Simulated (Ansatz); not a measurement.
# Phonons of SiO2 (P4_2/mnm) against volume, part 4 of 4

Aim: how do the optical modes of SiO2 (P4_2/mnm) move with volume?

Ansatz 0.2.0; DFT LDA, scalar-relativistic, plane waves, PAW; PAW set soft_1.

So far, mean high-frequency dielectric constant: step 5 (zone-centre response at rest) 3.43; step 7 (volume ratio 1.06) 3.51; step 9 (volume ratio 0.9) 3.33.

## Step 10: The series together

The members are set side by side, also those not shown above.

Each row is one cell with its response, relaxed at fixed volume as far as symmetry leaves anything free; energies are extrapolated to zero smearing, and E0 is that at rest; the axis is the Cartesian z axis of the cell; shape and atoms are relaxed in each cell where symmetry leaves them free. State of the crystal along the series:

```
volume ratio  V (Å³/atom)  pressure (GPa)  E - E0 (meV/atom)  first cell vector (Å)  third cell vector (Å)  gap on mesh (eV)  ε∞ along the axis  ε∞ across the axis, mean  ε0 along the axis  ε0 across the axis, mean  largest Born charge in size, a third of the trace (e)  top mode with the field, highest of q along x, y and z (cm⁻¹)
         0.9        6.891           41.82              90.54                  3.993                  2.593             6.647              3.446                      3.27              7.972                      8.84                                                  3.839                                                           1183
        0.92        7.045           31.48              55.63                  4.025                  2.609             6.613              3.466                     3.288              8.194                     9.148                                                  3.851                                                           1151
        0.94        7.198           22.23              30.02                  4.057                  2.623             6.578              3.487                     3.308              8.414                     9.509                                                  3.863                                                           1120
        0.96        7.351           13.95              12.82                   4.09                  2.637               6.5              3.509                     3.329               8.63                     9.939                                                  3.875                                                           1091
        0.98        7.504           6.562              3.074                  4.122                   2.65             6.147               3.53                     3.351              8.838                     10.46                                                  3.886                                                           1066
        0.99        7.581           3.184             0.7366                  4.138                  2.656             5.979              3.541                     3.363              8.937                     10.76                                                  3.892                                                           1058
           1        7.657        0.002795                  0                  4.155                  2.661             5.816              3.552                     3.375              9.032                      11.1                                                  3.897                                                           1050
        1.02         7.81          -5.795              2.826                  4.188                  2.671             5.506              3.573                       3.4              9.208                     11.91                                                  3.907                                                           1035
        1.04        7.964          -10.88              10.84                  4.222                   2.68             5.217              3.594                     3.426              9.358                     12.97                                                  3.917                                                           1021
        1.06        8.117          -15.28              23.39                  4.257                  2.687             4.953              3.613                     3.452              9.476                     14.42                                                  3.926                                                           1009
```

Without the LO-TO term; each mode is tracked from rest by its pattern, and modes that stay within 0.3 cm⁻¹ of each other stand once; the 10 lowest of 11 levels; shape and atoms are relaxed in each cell where symmetry leaves them free. Optical modes along the series:

```
V (Å³/atom)  mode 4 B1g (cm⁻¹)  mode 5 B1u (cm⁻¹)  mode 6 Eu (cm⁻¹)  mode 8 Eg (cm⁻¹)  mode 10 Eu (cm⁻¹)  mode 12 A2g (cm⁻¹)  mode 13 A2u (cm⁻¹)  mode 14 A1g (cm⁻¹)  mode 15 B1u (cm⁻¹)  mode 16 Eu (cm⁻¹)
      6.891              157.7              412.4             504.2             662.2              744.2               649.9               751.5               875.2               873.6              936.4
      7.045              175.2              406.7               498             644.7              715.4                 637               729.7               847.6               847.4              906.8
      7.198              189.3              400.9             491.5             628.1              684.7               624.5               709.4               821.5               822.8              880.9
      7.351              200.9              395.1             484.3             612.5              652.5               612.4               690.7               797.1               799.6              858.5
      7.504              210.5              389.4               476             597.7              619.2               600.6               673.6               774.3                 778              839.2
      7.581              214.7              386.5             471.1             590.7              602.4               594.8               665.6               763.6               767.7              830.7
      7.657              218.4              383.6             465.6             583.8              585.8               589.1               658.2               753.4               757.9              822.9
       7.81              225.1              378.1             451.6             570.9              554.3               577.8               644.5               734.3               739.3                809
      7.964              230.5              372.6             430.9             558.8              527.2               566.7               632.7               717.3               722.4              797.5
      8.117              234.9              367.3               401             547.6              506.9               555.7                 623               702.5               707.2              788.2
```

From cubic fits (parabolas where under five rows exist) of ln ω and P against ln V through the rows within about 4 % of rest: γ = −d ln ω / d ln V and dω/dP = γ ω / B. Slopes at rest:

```
       mode  fitted frequency at rest (cm⁻¹)  Grüneisen parameter γ  dω/dP (cm⁻¹/GPa)
 mode 4 B1g                            218.5                  -1.67             -1.18
 mode 5 B1u                            383.7                   0.74              0.92
  mode 6 Eu                            465.8                   1.26              1.91
  mode 8 Eg                            583.8                   1.15              2.18
 mode 10 Eu                            585.7                   2.81              5.33
mode 12 A2g                            589.1                   0.97              1.85
mode 13 A2u                            658.1                   1.11              2.36
mode 14 A1g                            753.4                   1.33              3.25
mode 15 B1u                            757.8                   1.28              3.13
 mode 16 Eu                            822.9                   0.92              2.44
mode 18 B2g                            947.2                   1.35              4.14
```

## Step 11: What came out

- members: 10
- highest optical mode at the zone centre (no LO-TO term), at rest: 947.2 cm⁻¹
- bulk modulus at rest: 308 GPa
- mode 14 A1g, γ: 1.33
- mode 15 B1u, γ: 1.28
- mode 16 Eu, γ: 0.92
- mode 18 B2g, γ: 1.35

What this shows: The series spans -15.3 to 41.8 GPa, and the slope at rest gives a bulk modulus of 308 GPa. Among the modes in the table of slopes γ runs from -1.67 (mode 4 B1g) to 2.81 (mode 10 Eu). A negative γ means that the mode softens under pressure. ε∞ along z is 3.55 at rest, with d ln ε∞ / d ln V = 0.30. One k mesh and one cutoff serve the ground states and modes of all volumes; the field response picks its own mesh. These are harmonic frequencies at zero temperature: anharmonic shifts, linewidths and thermal expansion are left out. The PAW files were made for PBE; the program adapts parts of them to the functional of the run, but their partial waves stay those of PBE, an approximation that was not tested in this session. Only the zone centre was solved, so an instability at another wavevector cannot show here.

[Logs are printed without paths, hosts, clocks, repeated set-up lines and the standing remarks that a program may print on its own settings, such as how far it seeks lower states.]

[Hosts, paths, dates, database ids (printed as entryN), source tags and the programs' standing remarks are cut or masked in the printed files.]
